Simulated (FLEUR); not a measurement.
# Fixed-spin-moment curve of Cobalt with FLEUR

Wanted: E(M) for Cobalt, with its minima.

Main program and level: FLEUR MaX-R8.1; LDA (VWN); all-electron FLAPW, Dirac cores, scalar-relativistic bands.

### Step 1. Set-up

It takes space group P6_3/mmc (No. 194, hexagonal). Conventional cell: a = 2.507 Å, b = 2.507 Å, c = 4.070 Å, α = 90.00°, β = 90.00°, γ = 120.00°. Co has 12 Co at 2.50 to 2.51 Å nearest.

### Step 2. Unconstrained state

The free run tells which range of moments is worth scanning.

inpgen writes inp.xml from crystal.txt; cutoffs, mixing, functional, smearing and local orbitals are then set in the file. The k list default-1 (kpts.xml, not shown) is a Γ-centred 16×16×8 mesh; where the ranks do not divide the number of points, some are split in two of half the weight.

Input file inp.xml:

```
<?xml version="1.0" encoding="UTF-8" standalone="no"?>
<fleurInput fleurInputVersion="0.39">
   <comment>
      Co
   </comment>
   <calculationSetup>
      <cutoffs Kmax="3.6" Gmax="10.8" GmaxXC="10.8" numbands="0"/>
      <scfLoop itmax="90" minDistance="0.00002" maxIterBroyd="15" imix="Anderson" alpha="0.02" precondParam="0.0" spinf="2.0" sdNocoIR="T"/>
      <coreElectrons ctail="T" frcor="F" kcrel="0" coretail_lmax="0"/>
      <xcFunctional name="vwn" relativisticCorrections="F"/>
      <magnetism jspins="2"/>
      <soc l_soc="F" theta="0.0" phi="0.0" spav="F"/>
      <expertModes spex="0" secvar="F"/>
      <geometryOptimization l_f="F" forcealpha="1.0" forcemix="BFGS" epsdisp="0.00001" epsforce="0.00001"/>
      <ldaU l_linMix="F" mixParam="0.05" spinf="1.0"/>
   </calculationSetup>
   <cell>
      <bzIntegration valenceElectrons="34.0" mode="hist" fermiSmearingEnergy="0.00036749">
         <kPointListSelection listName="default-1"/>
         <xi:include xmlns:xi="http://www.w3.org/2001/XInclude" href="kpts.xml"> </xi:include>
      </bzIntegration>
      <xi:include xmlns:xi="http://www.w3.org/2001/XInclude" href="sym.xml"> </xi:include>
      <bulkLattice scale="1.0">
         <bravaisMatrix>
            <row-1>    4.7382992847653478     0.0000000000188973     0.0000000000000000</row-1>
            <row-2>   -2.3691496423921228     4.1034875513345304     0.0000000000000000</row-2>
            <row-3>    0.0000000000000000     0.0000000000000000     7.6909963545095392</row-3>
         </bravaisMatrix>
      </bulkLattice>
   </cell>
   <atomSpecies>
      <species name="Cobalt (Co2.000" element="Co" atomicNumber="27">
         <mtSphere radius="2.3" gridPoints="761" logIncrement="0.016"/>
         <atomicCutoffs lmax="8" lnonsphr="6"/>
         <electronConfig flipSpins="F">
            <coreConfig>(1s1/2) (2s1/2) (2p1/2) (2p3/2)</coreConfig>
            <valenceConfig>(3s1/2) (3p1/2) (3p3/2) (4s1/2) (3d3/2) (3d5/2)</valenceConfig>
            <stateOccupation state="(3d3/2)" spinUp="1.5" spinDown="1.3"/>
            <stateOccupation state="(3d5/2)" spinUp="3.0" spinDown="1.2"/>
         </electronConfig>
         <energyParameters s="4" p="4" d="3" f="4"/>
         <lo type="SCLO" l="0" n="3" eDeriv="0"/>
         <lo type="SCLO" l="1" n="3" eDeriv="0"/>
      </species>
   </atomSpecies>
   <atomGroups>
      <atomGroup species="Cobalt (Co2.000">
         <relPos label="                   1">1.000/3.000 -1.000/3.000 1.000/4.000</relPos>
         <relPos label="                   2">-1.000/3.000 1.000/3.000 -1.000/4.000</relPos>
         <force calculate="T" relaxXYZ="TTT"/>
      </atomGroup>
   </atomGroups>
   <output dos="F" band="F" slice="F">
      <bandDOS minEnergy="-.5*Htr" maxEnergy="0.5*Htr" sigma="0.015" storeEVData="T"/>
      <plotting iplot="0" polar="F">
         <plot TwoD="T" vec1="  1.0  0.0  0.0" vec2="  0.0  1.0  0.0" vec3="  0.0  0.0  1.0" zero="  0.0  0.0  0.0" file="plot"/>
      </plotting>
      <moessbauerParams electricFieldGradient="F" isomerShift="F" coreHyperfine="F" valenceHyperfine="F"/>
   </output>
</fleurInput>
```

Input file crystal.txt:

```
Co
&input film=F cartesian=F /
2.50739999997  0.00000000001  0.00000000000
-1.25369999999  2.17147209742  0.00000000000
0.00000000000  0.00000000000  4.06990000000
1.8897261246
1.0 1.0 1.0

2
27 0.33333333333  0.66666666667  0.25000000000 : 2.000
27 0.66666666667  0.33333333333  0.75000000000 : 2.000

&kpt div1=16 div2=16 div3=8 gamma=T /
```

The run is started by

```console
$ OMP_NUM_THREADS=1 inpgen -f crystal.txt > inpgen.log  # inp.xml is then edited as shown
$ OMP_NUM_THREADS=1 mpirun -n 4 fleur_MPI > fleur.log
```

Log:

```text
Welcome to FLEUR        (www.flapw.de)
      MaX-Release 8.1          (www.max-centre.eu)

 ========== k-point set info ==========
 Selected k-point list: default-1
 k-point list type: mesh
 0 x 0 x 0
 Number of k points: 152

 ------------Calculation Setup---------------------------
 Number of MPI-tasks      :            4
 Number of PE/node        :            4
 Number of OMP-threads    :            1
 k-points in parallel     :            4
 pe's per k-point         :            1
 No of k-point loops      :           38
 Eigenvalue solver        :       lapack
 Number of basis functions:          138
 Approximate size of matrices (H+S) per k-point:         0.000 GB
 --------------------------------------------------------
 Iteration:     1   Distance:       9.14052464 me/bohr^3
 Iteration:     2   Distance:       8.47463936 me/bohr^3
 Iteration:     3   Distance:       5.32583375 me/bohr^3
 Iteration:     4   Distance:       6.09414614 me/bohr^3
 Iteration:     5   Distance:       0.65618633 me/bohr^3
 Iteration:     6   Distance:       0.93989473 me/bohr^3
 Iteration:     7   Distance:       0.77614529 me/bohr^3
 Iteration:     8   Distance:       0.11400102 me/bohr^3
 Iteration:     9   Distance:       0.10161506 me/bohr^3
 Iteration:    10   Distance:       0.03812806 me/bohr^3
 Iteration:    11   Distance:       0.02712249 me/bohr^3
 Iteration:    12   Distance:       0.01239573 me/bohr^3
 Iteration:    13   Distance:       0.01139741 me/bohr^3
 Iteration:    14   Distance:       0.00733841 me/bohr^3
 Iteration:    15   Distance:       0.00062341 me/bohr^3
 Iteration:    16   Distance:       0.00061299 me/bohr^3
 Iteration:    17   Distance:       0.00019714 me/bohr^3
 Iteration:    18   Distance:       0.00006460 me/bohr^3
 Iteration:    19   Distance:       0.00002026 me/bohr^3
 Iteration:    20   Distance:       0.00001676 me/bohr^3

 ********************************************************************
 Run finished successfully
 Stop message:
   all done
 ********************************************************************

--- out.xml (last complete iteration) ---
<iteration numberForCurrentRun="   20" overallNumber="   20">
         <energyParameters units="Htr">
            <atomicEP atomType="1" spin="1" branch="4s" branchLowest="-3.16" branchHighest="1.73" value="0.1874895530"/>
            <atomicEP atomType="1" spin="1" branch="4p" branchLowest="-1.82" branchHighest="2.31" value="0.3266404165"/>
            <atomicEP atomType="1" spin="1" branch="3d" branchLowest="-9.99" branchHighest="0.36" value="0.2448643518"/>
            <atomicEP atomType="1" spin="1" branch="4f" branchLowest="-9.99" branchHighest="3.54" value="0.6453731221"/>
            <loAtomicEP atomType="1" spin="1" branch="3s" branchLowest="-32.37" branchHighest="-3.16" value="-3.1657182960"/>
            <loAtomicEP atomType="1" spin="1" branch="3p" branchLowest="-27.67" branchHighest="-1.82" value="-1.8310502385"/>
            <atomicEP atomType="1" spin="2" branch="4s" branchLowest="-3.09" branchHighest="1.76" value="0.1871553964"/>
            <atomicEP atomType="1" spin="2" branch="4p" branchLowest="-1.75" branchHighest="2.34" value="0.3234335231"/>
            <atomicEP atomType="1" spin="2" branch="3d" branchLowest="-9.99" branchHighest="0.42" value="0.2943164291"/>
            <atomicEP atomType="1" spin="2" branch="4f" branchLowest="-9.99" branchHighest="3.57" value="0.6400354458"/>
            <loAtomicEP atomType="1" spin="2" branch="3s" branchLowest="-32.33" branchHighest="-3.09" value="-3.0955727017"/>
            <loAtomicEP atomType="1" spin="2" branch="3p" branchLowest="-27.64" branchHighest="-1.75" value="-1.7632994213"/>
         </energyParameters>
         <bandgap value="0.0027371127" units="eV"/>
         <sumValenceSingleParticleEnergies value="-29.7035117974" units="Htr"/>
         <FermiEnergy value="0.3297817031" units="Htr"/>
         <valenceDensity>
            <mtCharges spin="1">
               <mtCharge atomType="1" total="8.8453790" s="1.2116222" p="3.1893155" d="4.4240390" f="0.0152630"/>
            </mtCharges>
            <mtCharges spin="2">
               <mtCharge atomType="1" total="7.2302496" s="1.2217115" p="3.2256539" d="2.7642296" f="0.0142431"/>
            </mtCharges>
            <spinDependentCharge spin="1" total="18.5687779" interstitial="0.8780199" mtSpheres="17.6907580"/>
            <spinDependentCharge spin="2" total="15.4312221" interstitial="0.9707229" mtSpheres="14.4604992"/>
            <totalCharge value="34.0000000000"/>
         </valenceDensity>
         <coreStates atomType="     1" atomicNumber=" 27" spin="1" kinEnergy="    622.9537301687" eigValSum="   -393.1698013906" lostElectrons=" 0.000000">
            <state n="1" l="0" j="0.5" energy="-277.7723892150" weight="1.0000000000"/>
            <state n="2" l="0" j="0.5" energy="-32.3685983173" weight="1.0000000000"/>
            <state n="2" l="1" j="0.5" energy="-28.0383242418" weight="1.0000000000"/>
            <state n="2" l="1" j="1.5" energy="-27.4952448082" weight="2.0000000000"/>
         </coreStates>
         <coreStates atomType="     1" atomicNumber=" 27" spin="2" kinEnergy="    623.2810922546" eigValSum="   -393.0481177502" lostElectrons=" 0.000000">
            <state n="1" l="0" j="0.5" energy="-277.7722115901" weight="1.0000000000"/>
            <state n="2" l="0" j="0.5" energy="-32.3318690907" weight="1.0000000000"/>
            <state n="2" l="1" j="0.5" energy="-28.0105853780" weight="1.0000000000"/>
            <state n="2" l="1" j="1.5" energy="-27.4667258458" weight="2.0000000000"/>
         </coreStates>
         <allElectronCharges>
            <spinDependentCharge spin="1" total="28.5687779" interstitial="0.8780199" mtSpheres="27.6907580"/>
            <spinDependentCharge spin="2" total="25.4312221" interstitial="0.9707229" mtSpheres="24.4604992"/>
            <totalCharge value="54.0000000002"/>
         </allElectronCharges>
         <magneticMomentsInMTSpheres units="muBohr">
            <globalMagMoment atomType="1" vec="0.00000   0.00000   1.61513"/>
            <localMagMoment atomType="1" vec="0.00000   0.00000   1.61513"/>
         </magneticMomentsInMTSpheres>
         <moessbauerParams unitsHFF="kG" unitsIS="e/bohr^3" unitsEFG="Htr/bohr^2">
         </moessbauerParams>
         <totalEnergy value="    -2782.3166332436" units="Htr">
            <sumOfEigenvalues value="    -1602.1393500790">
               <coreElectrons value="-1572.4358382816"/>
               <valenceElectrons value="-29.7035117974"/>
            </sumOfEigenvalues>
            <densityCoulombPotentialIntegral value="-4272.3327568414"/>
            <densityEffectivePotentialIntegral value="-4424.0955409675"/>
            <chargeDenXCDenIntegral value="-114.6447799402"/>
            <FockExchangeEnergyValence value="0.0000000000"/>
            <FockExchangeEnergyCore value="0.0000000000"/>
            <atomTypeDependentContributions atomType="1">
               <electronNucleiInteractionDifferentMTs value="3333.6724109582"/>
               <MadelungTerm value="-19.7892548132"/>
            </atomTypeDependentContributions>
            <tkbTimesEntropy value="0.0000207044"/>
            <freeEnergy value="-2782.3166539481"/>
            <extrapolationTo0K value="-2782.3166435958"/>
         </totalEnergy>
         <densityConvergence units="me/bohr^3">
            <chargeDensity spin="1" distance="0.0000114445"/>
            <chargeDensity spin="2" distance="0.0000071934"/>
            <overallChargeDensity distance="0.0000092024"/>
            <spinDensity distance="0.0000167559"/>
         </densityConvergence>
      </iteration>
```

It took 11 s on 4 MPI ranks of Intel Xeon 6975P-C (Granite Rapids), shared host; peak memory 0.21 GiB; 44 s of CPU time.

Read from the output:

```
free energy                                                       : -75710.6931 eV
program's band gap on this mesh (in a metal only a level spacing) : 0.002737 eV
magnetization                                                     : 3.138 μB
final state                                                       : ferromagnetic
largest moment                                                    : 1.615 μB
```

After 20 cycles the largest moment stands at 1.62 μB.

### Step 3. No spin polarisation

Edit inp.xml of step 2 so:

```diff
@@ -10,3 +10,3 @@
       <xcFunctional name="vwn" relativisticCorrections="F"/>
-      <magnetism jspins="2"/>
+      <magnetism jspins="1"/>
       <soc l_soc="F" theta="0.0" phi="0.0" spav="F"/>
@@ -31,3 +31,3 @@
    <atomSpecies>
-      <species name="Cobalt (Co2.000" element="Co" atomicNumber="27">
+      <species name="Cobalt (Co)" element="Co" atomicNumber="27">
          <mtSphere radius="2.3" gridPoints="761" logIncrement="0.016"/>
@@ -37,4 +37,4 @@
             <valenceConfig>(3s1/2) (3p1/2) (3p3/2) (4s1/2) (3d3/2) (3d5/2)</valenceConfig>
-            <stateOccupation state="(3d3/2)" spinUp="1.5" spinDown="1.3"/>
-            <stateOccupation state="(3d5/2)" spinUp="3.0" spinDown="1.2"/>
+            <stateOccupation state="(3d3/2)" spinUp="1.400000" spinDown="1.400000"/>
+            <stateOccupation state="(3d5/2)" spinUp="2.100000" spinDown="2.100000"/>
          </electronConfig>
@@ -46,3 +46,3 @@
    <atomGroups>
-      <atomGroup species="Cobalt (Co2.000">
+      <atomGroup species="Cobalt (Co)">
          <relPos label="                   1">1.000/3.000 -1.000/3.000 1.000/4.000</relPos>
```

Edit crystal.txt of step 2 so:

```diff
@@ -9,4 +9,4 @@
 2
-27 0.33333333333  0.66666666667  0.25000000000 : 2.000
-27 0.66666666667  0.33333333333  0.75000000000 : 2.000
+27 0.33333333333  0.66666666667  0.25000000000
+27 0.66666666667  0.33333333333  0.75000000000
```

Log:

```text
[banner, memory and clock lines left out]
Welcome to FLEUR        (www.flapw.de)
      MaX-Release 8.1          (www.max-centre.eu)

 ========== k-point set info ==========
 Selected k-point list: default-1
 k-point list type: mesh
 0 x 0 x 0
 Number of k points: 152

 [... set-up left out ...]
 Iteration:     1   Distance:       9.59316099 me/bohr^3
 Iteration:     2   Distance:       8.93745347 me/bohr^3
 Iteration:     3   Distance:       3.34320590 me/bohr^3
 Iteration:     4   Distance:       2.41299141 me/bohr^3
 Iteration:     5   Distance:       0.62108521 me/bohr^3
 Iteration:     6   Distance:       0.45362141 me/bohr^3
 Iteration:     7   Distance:       0.27988371 me/bohr^3
 Iteration:     8   Distance:       0.10834110 me/bohr^3
[... lines left out ...]
 Iteration:    12   Distance:       0.00037689 me/bohr^3
 Iteration:    13   Distance:       0.00031335 me/bohr^3
 Iteration:    14   Distance:       0.00002762 me/bohr^3
 Iteration:    15   Distance:       0.00002896 me/bohr^3
 Iteration:    16   Distance:       0.00002755 me/bohr^3
 Iteration:    17   Distance:       0.00000276 me/bohr^3

 ********************************************************************
 Run finished successfully
 Stop message:
   all done
 ********************************************************************

--- out.xml (last complete iteration) ---
<iteration numberForCurrentRun="   17" overallNumber="   17">
         [... left out ...]
         <bandgap value="0.0015821460" units="eV"/>
         <sumValenceSingleParticleEnergies value="-29.7582257710" units="Htr"/>
         <FermiEnergy value="0.3271403491" units="Htr"/>
         [... left out ...]
         <totalEnergy value="    -2782.3019433038" units="Htr">
            <sumOfEigenvalues value="    -1602.3322186056">
               <coreElectrons value="-1572.5739928346"/>
               <valenceElectrons value="-29.7582257710"/>
            </sumOfEigenvalues>
         [... left out ...]
            <freeEnergy value="-2782.3020225529"/>
            <extrapolationTo0K value="-2782.3019829283"/>
         </totalEnergy>
         <densityConvergence units="me/bohr^3">
            <chargeDensity spin="1" distance="0.0000027631"/>
         </densityConvergence>
      </iteration>
```

Wall time 5.7 s (4 MPI ranks); peak memory 0.19 GiB; 22 s of CPU time.

Numbers from this step:

```
free energy                                                       : -75710.2950 eV
program's band gap on this mesh (in a metal only a level spacing) : 0.001582 eV
final state                                                       : non-magnetic (no spin polarisation)
```

Its energy lies +398.1 meV a cell from the free run's.

### Step 4. Moment fixed at 3.253 μB

Two Fermi energies hold the total moment; the run starts from the free run's density.

Edit inp.xml of step 3 so:

```diff
@@ -10,3 +10,3 @@
       <xcFunctional name="vwn" relativisticCorrections="F"/>
-      <magnetism jspins="1"/>
+      <magnetism jspins="2" fixed_moment="3.253"/>
       <soc l_soc="F" theta="0.0" phi="0.0" spav="F"/>
@@ -31,3 +31,3 @@
    <atomSpecies>
-      <species name="Cobalt (Co)" element="Co" atomicNumber="27">
+      <species name="Cobalt (Co2.000" element="Co" atomicNumber="27">
          <mtSphere radius="2.3" gridPoints="761" logIncrement="0.016"/>
@@ -37,4 +37,4 @@
             <valenceConfig>(3s1/2) (3p1/2) (3p3/2) (4s1/2) (3d3/2) (3d5/2)</valenceConfig>
-            <stateOccupation state="(3d3/2)" spinUp="1.400000" spinDown="1.400000"/>
-            <stateOccupation state="(3d5/2)" spinUp="2.100000" spinDown="2.100000"/>
+            <stateOccupation state="(3d3/2)" spinUp="1.5" spinDown="1.3"/>
+            <stateOccupation state="(3d5/2)" spinUp="3.0" spinDown="1.2"/>
          </electronConfig>
@@ -46,3 +46,3 @@
    <atomGroups>
-      <atomGroup species="Cobalt (Co)">
+      <atomGroup species="Cobalt (Co2.000">
          <relPos label="                   1">1.000/3.000 -1.000/3.000 1.000/4.000</relPos>
```

The run is started by

```console
$ OMP_NUM_THREADS=1 mpirun -n 4 fleur_MPI > fleur.log
```

Log:

```text
[banner, memory and clock lines left out]
Welcome to FLEUR        (www.flapw.de)
      MaX-Release 8.1          (www.max-centre.eu)

 ========== k-point set info ==========
 Selected k-point list: default-1
 k-point list type: mesh
 0 x 0 x 0
 Number of k points: 152

 [... set-up left out ...]
 Iteration:     1   Distance:       1.96022538 me/bohr^3
 Iteration:     2   Distance:       1.92477563 me/bohr^3
 Iteration:     3   Distance:       0.37449058 me/bohr^3
 Iteration:     4   Distance:       0.06636303 me/bohr^3
 Iteration:     5   Distance:       0.07605455 me/bohr^3
 Iteration:     6   Distance:       0.01047859 me/bohr^3
 Iteration:     7   Distance:       0.01563482 me/bohr^3
 Iteration:     8   Distance:       0.00214417 me/bohr^3
 Iteration:     9   Distance:       0.00140052 me/bohr^3
 Iteration:    10   Distance:       0.00045045 me/bohr^3
 Iteration:    11   Distance:       0.00007980 me/bohr^3
 Iteration:    12   Distance:       0.00009092 me/bohr^3
 Iteration:    13   Distance:       0.00000890 me/bohr^3

 ********************************************************************
 Run finished successfully
 Stop message:
   all done
 ********************************************************************

--- out.xml (last complete iteration) ---
<iteration numberForCurrentRun="   13" overallNumber="   33">
         [... left out ...]
         <bandgap value="0.0135503253" units="eV"/>
         <sumValenceSingleParticleEnergies value="-14.8205107928" units="Htr"/>
         <bandgap value="0.0000388052" units="eV"/>
         <sumValenceSingleParticleEnergies value="-29.7098805829" units="Htr"/>
         <FermiEnergy value="0.3291226629" units="Htr"/>
         <FixedTotalMoment fermiEnergyUp="0.3352823361" fermiEnergyDown="0.3291226629" units="Htr"/>
         [... left out ...]
         <magneticMomentsInMTSpheres units="muBohr">
            <globalMagMoment atomType="1" vec="0.00000   0.00000   1.66964"/>
         </magneticMomentsInMTSpheres>
         [... left out ...]
         <totalEnergy value="    -2782.3164088726" units="Htr">
            <sumOfEigenvalues value="    -1602.1465888743">
               <coreElectrons value="-1572.4367082914"/>
               <valenceElectrons value="-29.7098805829"/>
            </sumOfEigenvalues>
         [... left out ...]
            <freeEnergy value="-2782.3164294144"/>
            <extrapolationTo0K value="-2782.3164191435"/>
         </totalEnergy>
         <densityConvergence units="me/bohr^3">
            <chargeDensity spin="1" distance="0.0000062484"/>
            <chargeDensity spin="2" distance="0.0000052345"/>
            <overallChargeDensity distance="0.0000073272"/>
            <spinDensity distance="0.0000088992"/>
         </densityConvergence>
      </iteration>
```

The job ended after 7.8 s (4 MPI ranks; peak memory 0.2 GiB).

Read from the output:

```
magnetization : 3.253 μB
```

Its energy lies +6.1 meV a cell from the free run's.

(Part 1 of 2 ends here.)

[Logs and program files are shortened in this print: banners, set-up blocks, solver, clock and traceback lines can be left out without a mark of their own.]

[Logs are printed without paths, hosts, clocks, repeated set-up lines and the standing remarks that a program may print on its own settings, such as how far it seeks lower states.]

[Hosts, paths, dates, database ids (printed as entryN), source tags and the programs' standing remarks are cut or masked in the printed files.]

[Where a cell is said to come from a database of computed structures, the database is the Materials Project.]
